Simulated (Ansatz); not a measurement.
# What LiZnF3 (model cell, started as cubic perovskite with Zn in the octahedra) distorts into

Aim: this structure of LiZnF3 (model cell, started as cubic perovskite with Zn in the octahedra) is to be tested for unstable modes, and one is followed downhill.

Main program and level: Ansatz 0.2.0; DFT PBEsol, scalar-relativistic, plane waves, PAW; PAW set soft_1.

The structure was built from a prototype and need not be the compound's stable phase.

### Step 1. Set-up

It takes space group Pm-3m (No. 221, cubic). Conventional cell: a = 3.968 Å, b = 3.968 Å, c = 3.968 Å, α = 90.00°, β = 90.00°, γ = 90.00°. Nearest to Li lie 12 F at 2.81 Å. Nearest to Zn lie 6 F at 1.98 Å. Nearest to F lie 2 Zn at 1.98 Å. Farther neighbours and most contacts between anions are not listed.

### Step 2. The dispersion

The cell comes from relaxations at this level that are not shown. Stability and thermal properties need the whole zone. Linear response on a 4×4×4 q mesh gives force constants as far as a supercell of that size would, and the tensors from the zone-centre run are typed in so that the long-range dipole term is interpolated apart.

Contents of input.yaml:

```yaml
crystal:
  lattice:
    - [3.9677040432, 0.0, 0.0]
    - [0.0, 3.9677040432, 0.0]
    - [0.0, 0.0, 3.9677040432]
  atoms:
    - { symbol: Li, position: [0.0, 0.0, 0.0] }
    - { symbol: Zn, position: [0.5, 0.5, 0.5] }
    - { symbol: F, position: [0.5, 0.5, 0.0] }
    - { symbol: F, position: [0.5, 0.0, 0.5] }
    - { symbol: F, position: [0.0, 0.5, 0.5] }
kpoints:
  mp_grid: { grid: [8, 8, 8] }
hamiltonian:
  xc: pbesol
  pseudopotentials: { kind: paw, azcp: { folder: soft_1 }, xc_functional: pbe }
scf:
  occupations: { method: fixed }
output:
  eigenvalues: true
phonons:
  method: dfpt
  qmesh: [4, 4, 4]
  temperatures: { t_max: 1000, t_step: 50 }
  qpath:
    path:
      - [[0.0, 0.0, 0.0], [0.0, 0.5, 0.0], [0.5, 0.5, 0.0], [0.0, 0.0, 0.0], [0.5, 0.5, 0.5], [0.0, 0.5, 0.0]]
      - [[0.5, 0.5, 0.5], [0.5, 0.5, 0.0]]
    npoints: 10
  non_analytic_term:
    high_frequency_dielectric_tensor: [[2.29, 0.0, 0.0], [0.0, 2.29, 0.0], [0.0, 0.0, 2.29]]
    born_effective_charges:
      - { species: Li, tensor: [[1.2076, 0.0, 0.0], [0.0, 1.2076, 0.0], [0.0, 0.0, 1.2076]] }
      - { species: Zn, tensor: [[2.2074, 0.0, 0.0], [0.0, 2.2074, 0.0], [0.0, 0.0, 2.2074]] }
      - { species: F, tensor: [[-0.8576, 0.0, 0.0], [0.0, -0.8576, 0.0], [0.0, 0.0, -1.6999]] }
      - { species: F, tensor: [[-0.8576, 0.0, 0.0], [0.0, -1.6999, 0.0], [0.0, 0.0, -0.8576]] }
      - { species: F, tensor: [[-1.6999, 0.0, 0.0], [0.0, -0.8576, 0.0], [0.0, 0.0, -0.8576]] }
    source: "zone-centre run at this cell"
```

Command:

```
ansatz run input.yaml --threads 4 --pin off --max-ram 16384MiB --backend cpu --events-out ev --progress --plain --runs-dir out
```

Numbers of over 12 decimals in the logs are rounded to 6 here.

What it wrote:

```text
Engine: ansatz 0.2.0, x86_64-unknown-linux-gnu
Pseudopotentials: kind: paw
Pseudopotential: Li, paw, valence charge 3, recommended cutoff 420 eV (normal), soft_1/Li.paw.azcp
Pseudopotential: Zn, paw, valence charge 12, recommended cutoff 420 eV (normal), soft_1/Zn.paw.azcp
Pseudopotential: F, paw, valence charge 7, recommended cutoff 420 eV (normal), soft_1/F.paw.azcp
Functional definition: PBEsol
  exchange = pbesol_x
  correlation = pbesol_c
Crystal: 5 atoms, lattice volume = 62.462 Å³
Basis set: ecut = 420 eV, 1213 PW (Γ), exchange–correlation on 54×54×54 points (8 copies of the dense FFT grid, shifted against one another)
Bands: 23, of which v1, the nominal top of the filled ones, is band 18 counted from 1 (17 counted from 0)
Symmetry: 48 space group operations
k-points: 35 of 512
Non-local potential: Li, projectors of the file, l = 0: 3, l = 1: 2, l = 2: 1
Non-local potential: Zn, projectors of the file, l = 0: 2, l = 1: 2, l = 2: 3, l = 3: 1
Non-local potential: F, projectors of the file, l = 0: 2, l = 1: 2, l = 2: 1
PAW form: soft (Blöchl's): semilocal exchange-correlation on the pseudo side does not see the compensation charge
PAW frozen core: Zn, regenerated for the run's functional, and the local potential with it (the file was generated under x = pbe(κ = 0.804, μ = 0.219515), c = pbe(β = 0.066725))
PAW frozen core: F, regenerated for the run's functional, and the local potential with it (the file was generated under x = pbe(κ = 0.804, μ = 0.219515), c = pbe(β = 0.066725))
PAW one-centre angular grid: Li, 110 points (default); XC on 64 Gauss nodes
PAW one-centre angular grid: Zn, 590 points (default); XC on 64 Gauss nodes
PAW one-centre angular grid: F, 110 points (default); XC on 64 Gauss nodes
Initial density: superposition of atomic densities (chi_scale 0.1, normalization cell, long waves kept (reshape's long-wave potential 0.03 eV rms))
Initial wavefunctions: pseudopotential atomic-orbital guess
Functional: x = pbesol(κ = 0.804, μ = 0.123457), c = pbesol(β = 0.046)
SCF iter   1: F=—  HF=-5893.265848 eV  |F-HF|=—  |Δ(HF+E_count)|=         —  Δρ=1.82e-1  dr2=1.26e1  ethr=3.10e-3  ⟨swp⟩=4.3  Hψ=3681  notcnv=0  defer=69
preconditioner: auto → Resta (q_TF=auto, 2.489 Å⁻¹)  ε∞=3.7  [insulator: Δε(μ)=2.900 eV  Ē_g=16.802 eV  n_scr=18 (ndim 8)  ℏωp=27.4 eV  f_vac=0.010  ε∞_Penn≈3.7]
SCF iter   2: F=—  HF=-5888.911449 eV  |F-HF|=—  |Δ(HF+E_count)|=    4.35e0  Δρ=4.01e-2  dr2=8.04e-1  ethr=3.10e-3  ⟨swp⟩=3.0  Hψ=2324  notcnv=0  defer=85
SCF iter   3: F=—  HF=-5888.465744 eV  |F-HF|=—  |Δ(HF+E_count)|=   4.46e-1  Δρ=2.14e-2  dr2=3.11e-1  ethr=2.23e-3  ⟨swp⟩=2.0  Hψ=1640  notcnv=0  defer=97
SCF iter   4: F=—  HF=-5888.415332 eV  |F-HF|=—  |Δ(HF+E_count)|=   5.04e-2  Δρ=1.06e-2  dr2=2.82e-2  ethr=8.64e-4  ⟨swp⟩=2.4  Hψ=1364  notcnv=0  defer=96
SCF iter   5: F=—  HF=-5888.447899 eV  |F-HF|=—  |Δ(HF+E_count)|=   3.26e-2  Δρ=6.99e-3  dr2=1.81e-2  ethr=7.84e-5  ⟨swp⟩=2.9  Hψ=1691  notcnv=0  defer=100
SCF iter   6: F=—  HF=-5888.441583 eV  |F-HF|=—  |Δ(HF+E_count)|=   6.32e-3  Δρ=3.16e-3  dr2=3.30e-3  ethr=5.02e-5  ⟨swp⟩=2.2  Hψ=1318  notcnv=0  defer=100
SCF iter   7: F=—  HF=-5888.441177 eV  |F-HF|=—  |Δ(HF+E_count)|=   4.07e-4  Δρ=6.68e-4  dr2=1.96e-4  ethr=9.16e-6  ⟨swp⟩=2.1  Hψ=1344  notcnv=0  defer=101
SCF iter   8: F=—  HF=-5888.441201 eV  |F-HF|=—  |Δ(HF+E_count)|=   2.38e-5  Δρ=8.66e-5  dr2=6.00e-6  ethr=5.43e-7  ⟨swp⟩=2.0  Hψ=1350  notcnv=0  defer=101
SCF iter   9: F=—  HF=-5888.441202 eV  |F-HF|=—  |Δ(HF+E_count)|=   1.92e-6  Δρ=2.42e-5  dr2=2.68e-7  ethr=1.67e-8  ⟨swp⟩=2.4  Hψ=1296  notcnv=0  defer=36
SCF iter  10: F=—  HF=-5888.441203 eV  |F-HF|=—  |Δ(HF+E_count)|=   1.70e-7  Δρ=2.29e-6  dr2=2.65e-9  ethr=7.43e-10  ⟨swp⟩=2.0  Hψ=1370  notcnv=0  defer=35
SCF iter  11: F=—  HF=-5888.441203 eV  |F-HF|=—  |Δ(HF+E_count)|=   3.82e-9  Δρ=4.82e-7  dr2=1.03e-10  ethr=7.37e-12  ⟨swp⟩=2.0  Hψ=1394  notcnv=0  defer=35
SCF iter  12: F=-5888.441203 eV  HF=-5888.441203 eV  |F-HF|=1.36e-11  |Δ(HF+E_count)|=  2.53e-10  Δρ=1.08e-7  dr2=7.15e-12  ethr=1.00e-12  ⟨swp⟩=11.1  Hψ=4647  notcnv=0
SCF 1 converged in 12 iterations: F = -5888.441203 eV  dr2 = 7.15e-12
  greatest PAW one-centre occupation: 0.999 electrons in one spin orbital (limit 2), on the Li atom at site 0 (counted from 0), in its partial waves of l = 0
NSCF: frozen V_eff on 35 k-points
NSCF: frozen V_eff on 125 k-points
DFPT response loops at q = (0, 0, 0) (fractional): preconditioner auto → none (the input reference at scf.mixing.eps_inf says where Resta's filter doesn't serve); β = 0.50; Broyden in place of MSR1
NSCF: frozen V_eff on 400 k-points
DFPT response loops at q = (0, 0, 0.25) (fractional): mixed as the last ones told, above
NSCF: frozen V_eff on 250 k-points
DFPT response loops at q = (0, 0, -0.5) (fractional): mixed as the last ones told, above
NSCF: frozen V_eff on 640 k-points
DFPT response loops at q = (0, 0.25, 0.25) (fractional): mixed as the last ones told, above
NSCF: frozen V_eff on 400 k-points
DFPT response loops at q = (0, 0.25, -0.5) (fractional): mixed as the last ones told, above
NSCF: frozen V_eff on 250 k-points
DFPT response loops at q = (0, -0.5, -0.5) (fractional): mixed as the last ones told, above
NSCF: frozen V_eff on 1024 k-points
DFPT response loops at q = (0.25, 0.25, 0.25) (fractional): mixed as the last ones told, above
NSCF: frozen V_eff on 640 k-points
DFPT response loops at q = (0.25, 0.25, -0.5) (fractional): mixed as the last ones told, above
NSCF: frozen V_eff on 400 k-points
DFPT response loops at q = (0.25, -0.5, -0.5) (fractional): mixed as the last ones told, above
NSCF: frozen V_eff on 250 k-points
DFPT response loops at q = (-0.5, -0.5, -0.5) (fractional): mixed as the last ones told, above
SCF converged after 12 iterations
Free energy (F): -5888.441203 eV
Harris-Foulkes:  -5888.441203 eV  (|F-HF|=1.36e-11)
Internal energy: -5888.441203 eV  (E = F + TS)
E sigma→0 (E₀):  -5888.441203 eV
Fermi energy:    2.616982 eV
--- Per-component energies (eV) ---
  E_band       = -217.983533
  E_kinetic    = 753.081377
  E_local      = -4452.989431  (includes V_loc(G=0)·N_el)
  E_nonlocal   = 1073.921020
  E_hartree    = 1712.264893
  E_xc         = -312.712639
  E_vxc        = -354.652487  (∫ρ·V_xc dr)
  E_paw        = -2481.889139  (= ΣΔE_a)
  E_vpaw       = -661.875802  (= ΣTr[D̂ρ^β])
  E_aug_tail   = 0.002100  (compensation charges beyond the density's cutoff)
  E_ewald      = -2181.044068
  E_core_change = 0.924684  (= ΣΔE_core)
  E_smearing   = -0.000000  (= −TS)
  E_closure    = -0.000000  (closes the sum)
  Σ components = -5888.441203   (vs F -5888.441203, Δ=0.00e0)
--- Band table (eV; the first three rows and the last of 35) ---
  k-point 0: bands = [... 14 lower, 0.1672, 0.2433, 0.2433, 0.2433, 5.6968, 10.1296, 13.4353, 13.4353, ... 1 higher]
  k-point 1: bands = [... 14 lower, 0.2010, 0.2898, 0.2898, 0.3809, 5.9815, 10.2676, 12.5777, 13.3930, ... 1 higher]
  k-point 2: bands = [... 14 lower, 0.2220, 0.4316, 0.4316, 0.6652, 6.7213, 10.4838, 11.6454, 13.2884, ... 1 higher]
  k-point 34: bands = [... 14 lower, 0.7927, 0.7927, 2.6170, 2.6170, 10.5318, 11.9437, 11.9437, 11.9437, ... 1 higher]
--- Phonons (Γ-DFPT): 4 representative perturbations + reference (Σ response iterations 15) ---
  ASR residual: 2.630e-4 → 0.000e0 eV/Å²; symmetrization residual: 1.250e-6 eV/Å²
  ASR residual per site (eV/Å²): 1.99e-4 2.63e-4 9.51e-5 9.51e-5 9.51e-5
  Γ frequencies (cm⁻¹): -231.11 -231.11 -231.11 -40.21 -40.21 -40.21 0.00 0.00 0.00 187.72 187.72 187.72 488.99 488.99 488.99
--- Phonons (arbitrary-q DFPT): 10 irreducible q on the 4×4×4 mesh ---
  q = [0.0000, 0.0000, 0.0000] (star 1, of the zone-centre solve; hermiticity 1.77e-7, symmetrization 2.91e-13): -231.11 -231.11 -231.11 -40.21 -40.21 -40.21 -0.00 0.00 0.00 187.72 187.72 187.72 488.99 488.99 488.99
  q = [0.0000, 0.0000, 0.2500] (star 6, 9 solved perturbations in 1560 linear systems a pass and spin channel, the states on 200 of 512 k-point pairs; hermiticity 1.65e-7, symmetrization 3.34e-13): -223.70 -223.70 -45.45 -45.45 17.03 70.75 70.75 118.39 163.57 173.61 173.61 254.73 487.56 487.56 548.97
  q = [0.0000, 0.0000, -0.5000] (star 3, 9 solved perturbations in 975 linear systems a pass and spin channel, the states on 125 of 512 k-point pairs; hermiticity 2.11e-7, symmetrization 4.63e-13): -215.31 -215.31 -58.87 -58.87 46.16 131.60 131.60 135.66 135.66 167.61 180.31 291.32 486.09 486.09 520.18
  q = [0.0000, 0.2500, 0.2500] (star 12, 9 solved perturbations in 2460 linear systems a pass and spin channel, the states on 320 of 512 k-point pairs; hermiticity 1.49e-7, symmetrization 6.98e-14): -220.16 -214.75 -118.56 -103.16 48.37 61.93 109.43 137.35 159.88 171.33 247.42 269.53 433.43 486.22 559.94
  q = [0.0000, 0.2500, -0.5000] (star 12, 15 solved perturbations on 200 of 512 k-point pairs; hermiticity 2.08e-7, symmetrization 4.53e-14): -212.63 -204.04 -158.33 -122.13 25.14 110.96 126.37 130.04 163.28 199.53 266.24 300.45 405.14 484.84 548.27
  q = [0.0000, -0.5000, -0.5000] (star 3, 9 solved perturbations in 975 linear systems a pass and spin channel, the states on 125 of 512 k-point pairs; hermiticity 2.18e-7, symmetrization 1.91e-13): -208.06 -208.06 -189.19 -161.13 78.70 78.70 118.22 174.01 174.01 221.67 310.51 310.51 350.37 483.56 545.69
  q = [0.2500, 0.2500, 0.2500] (star 8, 4 solved perturbations in 1376 linear systems a pass and spin channel, the states on 512 of 512 k-point pairs; hermiticity 1.88e-7, symmetrization 2.23e-13): -219.12 -219.12 -123.93 -116.69 -91.62 -91.62 162.95 162.95 163.82 237.87 237.87 279.80 431.85 431.85 572.46
  q = [0.2500, 0.2500, -0.5000] (star 12, 9 solved perturbations in 2460 linear systems a pass and spin channel, the states on 320 of 512 k-point pairs; hermiticity 1.70e-7, symmetrization 1.04e-13): -218.15 -201.10 -184.21 -134.42 -107.37 -85.71 163.35 192.82 205.86 223.59 272.35 296.31 391.07 430.26 568.89
  q = [0.2500, -0.5000, -0.5000] (star 6, 9 solved perturbations in 1560 linear systems a pass and spin channel, the states on 200 of 512 k-point pairs; hermiticity 1.44e-7, symmetrization 2.73e-13): -212.19 -212.19 -206.67 -161.47 -119.24 -119.24 192.98 218.55 218.55 245.25 294.08 294.08 350.10 412.82 571.61
  q = [-0.5000, -0.5000, -0.5000] (star 1, 4 solved perturbations in 350 linear systems a pass and spin channel, the states on 125 of 512 k-point pairs; hermiticity 5.00e-8, symmetrization 1.64e-13): -220.18 -220.18 -220.18 -161.80 -161.80 -161.80 256.31 256.31 256.31 264.55 264.55 264.55 349.82 349.82 578.83
  sum rule: each row above includes the acoustic sum rule's correction from the zone centre's row sums; it moved no ω² by more than (2.79 cm⁻¹)²
  mesh force constants: q→R imaginary residual 7.26e-19; ASR residual 2.630e-4 → 0.000e0 eV/Å²; symmetrization residual 8.882e-15 eV/Å²
  interpolated dispersion: 63 rows × 15 modes
  density of states and harmonic sums: on the 16×16×16 q-mesh, interpolated from the force constants of a 4×4×4 supercell (with the dipole–dipole term of supplied tensors)
  largest difference from the sums on the solved wave vectors: F 6.65e-2 eV, S 8.86e-5 and C_V 2.21e-5 eV/K
  zero-point energy: 0.167330 eV/cell   skipped modes (ω ≤ 0): 853, of them read as no rigid motion or as one in doubt: 850 (5.177e0 modes/cell left out, lowest -231.11 cm⁻¹)   left out of the sums: 3.45e-1 of the cell's modes: C_V's classical limit lies that fraction below 3 k_B per atom; for a crystal, a wire or a layer, F and S can be off by more, and a phonons.interpolated_qmesh denser along its periods is the remedy for the sampling
```

Elapsed: 6.4 min, on 4 threads of Intel Xeon Platinum 8375C at 2.90GHz (Ice Lake), shared host; peak memory 2 GiB; 24 min of CPU time.

Numbers from this step:

```
gap on the k-mesh                                       : 3.080 eV
volume per atom                                         : 12.49 Å³
sum-rule residual before enforcement                    : 2.63e-4 eV/Å²
lowest frequency on the path                            : -231.1 cm⁻¹
point group                                             : m-3m
highest frequency on the path or at a solved wavevector : 578.8 cm⁻¹
highest optical mode at the zone centre (no LO-TO term) : 489.0 cm⁻¹
lowest optical zone-centre mode                         : -231.1 cm⁻¹
lowest mode on the q mesh (acoustic modes at Γ apart)   : -231.1 cm⁻¹
```

Frequencies (cm⁻¹) solved at each irreducible wavevector; negative means imaginary. Frequencies by wavevector, by row:

| q in reciprocal lattice units | star | mode 1 | mode 2 | mode 3 | mode 4 | mode 13 | mode 14 | mode 15 |
| --- | --- | --- | --- | --- | --- | --- | --- | --- |
| 0 0 0 | 1 | -231.1 | -231.1 | -231.1 | -40.2 | 489 | 489 | 489 |
| 0 0 0.25 | 6 | -223.7 | -223.7 | -45.5 | -45.5 | 487.6 | 487.6 | 549 |
| 0 0 -0.5 | 3 | -215.3 | -215.3 | -58.9 | -58.9 | 486.1 | 486.1 | 520.2 |
| 0 0.25 0.25 | 12 | -220.2 | -214.8 | -118.6 | -103.2 | 433.4 | 486.2 | 559.9 |
| 0 0.25 -0.5 | 12 | -212.6 | -204 | -158.3 | -122.1 | 405.1 | 484.8 | 548.3 |
| 0 -0.5 -0.5 | 3 | -208.1 | -208.1 | -189.2 | -161.1 | 350.4 | 483.6 | 545.7 |
| 0.25 0.25 0.25 | 8 | -219.1 | -219.1 | -123.9 | -116.7 | 431.9 | 431.9 | 572.5 |
| 0.25 0.25 -0.5 | 12 | -218.2 | -201.1 | -184.2 | -134.4 | 391.1 | 430.3 | 568.9 |
| 0.25 -0.5 -0.5 | 6 | -212.2 | -212.2 | -206.7 | -161.5 | 350.1 | 412.8 | 571.6 |
| -0.5 -0.5 -0.5 | 1 | -220.2 | -220.2 | -220.2 | -161.8 | 349.8 | 349.8 | 578.8 |

Interpolated from a 4×4×4 q mesh, with the LO-TO term (at Γ the limit along the path; where Γ stands inside the path, tables give the limit on arrival). Phonon branches along the path, in cm⁻¹:

| point | branch 1 | branch 2 | branch 3 | branch 4 | branch 12 | branch 13 | branch 14 | branch 15 |
| --- | --- | --- | --- | --- | --- | --- | --- | --- |
| Γ | -231 | -231 | -40 | -40 | 239 | 489 | 489 | 571 |
| halfway | -224 | -224 | -45 | -45 | 255 | 488 | 488 | 549 |
| X | -215 | -215 | -59 | -59 | 291 | 486 | 486 | 520 |
| halfway | -213 | -204 | -158 | -122 | 300 | 405 | 485 | 548 |
| M | -208 | -208 | -189 | -161 | 310 | 350 | 484 | 546 |
| halfway | -220 | -215 | -119 | -103 | 270 | 433 | 486 | 560 |
| Γ | -231 | -231 | -40 | -40 | 239 | 489 | 489 | 571 |
| halfway | -219 | -219 | -124 | -117 | 280 | 432 | 432 | 572 |
| R | -220 | -220 | -220 | -162 | 264 | 350 | 350 | 579 |
| halfway | -218 | -201 | -184 | -134 | 296 | 391 | 430 | 569 |
| X | -215 | -215 | -59 | -59 | 291 | 486 | 486 | 520 |
| jump to R | -220 | -220 | -220 | -162 | 264 | 350 | 350 | 579 |
| halfway | -212 | -212 | -207 | -162 | 294 | 350 | 413 | 572 |
| M | -208 | -208 | -189 | -161 | 310 | 350 | 484 | 546 |

Symmetry leaves 10 wavevectors to solve. The lowest mode among them, the acoustic zeros apart, lies at Γ and is imaginary, 231.1i cm⁻¹, so the energy falls along it.

### Step 3. The mode frozen in, largest atomic shift 0 Å

The mode followed lies at q = (-0.5, -0.5, -0.5) with frequency 220.2i cm⁻¹ and is 3-fold degenerate, one of the unstable modes though not the softest. At small amplitude the distorted cell has space group no. 166 by a symmetry search on the positions. The undistorted cell that holds it gives the zero of energy on the same k mesh.

System of this step: LiZnF3 (model cell, started as cubic perovskite with Zn in the octahedra). Symmetry: Pm-3m, No. 221, cubic system. The conventional cell has a = 3.968 Å, b = 3.968 Å, c = 3.968 Å, α = 90.00°, β = 90.00°, γ = 90.00°. Nearest to Li lie 12 F at 2.81 Å. Zn has 6 F at 1.98 Å nearest. F has 2 Zn at 1.98 Å nearest. Farther neighbours and most contacts between anions are not listed.

Contents of input.yaml:

```yaml
crystal:
  lattice:
    - [3.9677040432, 3.9677040432, 0.0]
    - [3.9677040432, 0.0, 3.9677040432]
    - [3.9677040432, 0.0, -3.9677040432]
  atoms:
    - { symbol: Li, position: [0.0, 0.0, 0.0] }
    - { symbol: Li, position: [0.0, 0.5, 0.5] }
    - { symbol: Zn, position: [0.5, 0.25, 0.75] }
    - { symbol: Zn, position: [0.5, 0.75, 0.25] }
    - { symbol: F, position: [0.5, 0.0, 0.0] }
    - { symbol: F, position: [0.5, 0.5, 0.5] }
    - { symbol: F, position: [0.0, 0.5, 0.0] }
    - { symbol: F, position: [0.0, 0.0, 0.5] }
    - { symbol: F, position: [0.5, 0.0, 0.5] }
    - { symbol: F, position: [0.5, 0.5, 0.0] }
kpoints:
  mp_grid: { grid: [6, 6, 6] }
hamiltonian:
  xc: pbesol
  pseudopotentials: { kind: paw, azcp: { folder: soft_1 }, xc_functional: pbe }
scf:
  occupations: { method: gaussian, width: 0.02 }
output:
  forces: true
  stress: true
  eigenvalues: true
```

What it wrote:

```text
[...]
Crystal: 10 atoms, lattice volume = 124.925 Å³
Basis set: ecut = 420 eV, 2421 PW (Γ), exchange–correlation on 80×80×80 points (8 copies of the dense FFT grid, shifted against one another)
Bands: 46, of which v1, the nominal top of the filled ones, is band 36 counted from 1 (35 counted from 0)
Symmetry: 96 space group operations
[...]
k-points: 16 of 216
[...]
k-point 0: bands = [... 32 lower, 0.7927, 0.7927, 2.6170, 2.6170, 5.6968, 10.1296, 10.5318, 11.9437, ... 3 higher]
  k-point 1: bands = [... 32 lower, 0.7061, 0.7484, 2.4406, 2.4406, 6.0672, 10.3178, 10.4885, 11.0662, ... 3 higher]
  k-point 2: bands = [... 32 lower, 0.8965, 0.8965, 1.9958, 1.9958, 6.9795, 9.4134, 10.7822, 11.1086, ... 3 higher]
  k-point 15: bands = [... 32 lower, 0.6220, 0.6832, 1.5066, 2.2932, 8.6709, 9.4272, 9.5021, 9.8123, ... 3 higher]
[key lines of the parts left out:]
SCF converged after 10 iterations
Free energy (F): -11776.882432 eV
Fermi energy:    4.156968 eV
P = ⅓ Tr σ = -0.0068 GPa (-0.068 kbar)
```

The job ended after 1.7 s (4 threads; peak memory 0.55 GiB; 5.6 s of CPU time).

This step gave:

* pressure: -0.006791 GPa
* energy from the undistorted cell: 0 meV/atom

At this level the gap is 3.08 eV on the k-mesh of the self-consistent run, which can miss the band edges.

(Continued in part 2 of 3.)

[Logs are printed without paths, hosts, clocks, repeated set-up lines and the standing remarks that a program may print on its own settings, such as how far it seeks lower states.]

[Hosts, paths, dates, database ids (printed as entryN), source tags and the programs' standing remarks are cut or masked in the printed files.]
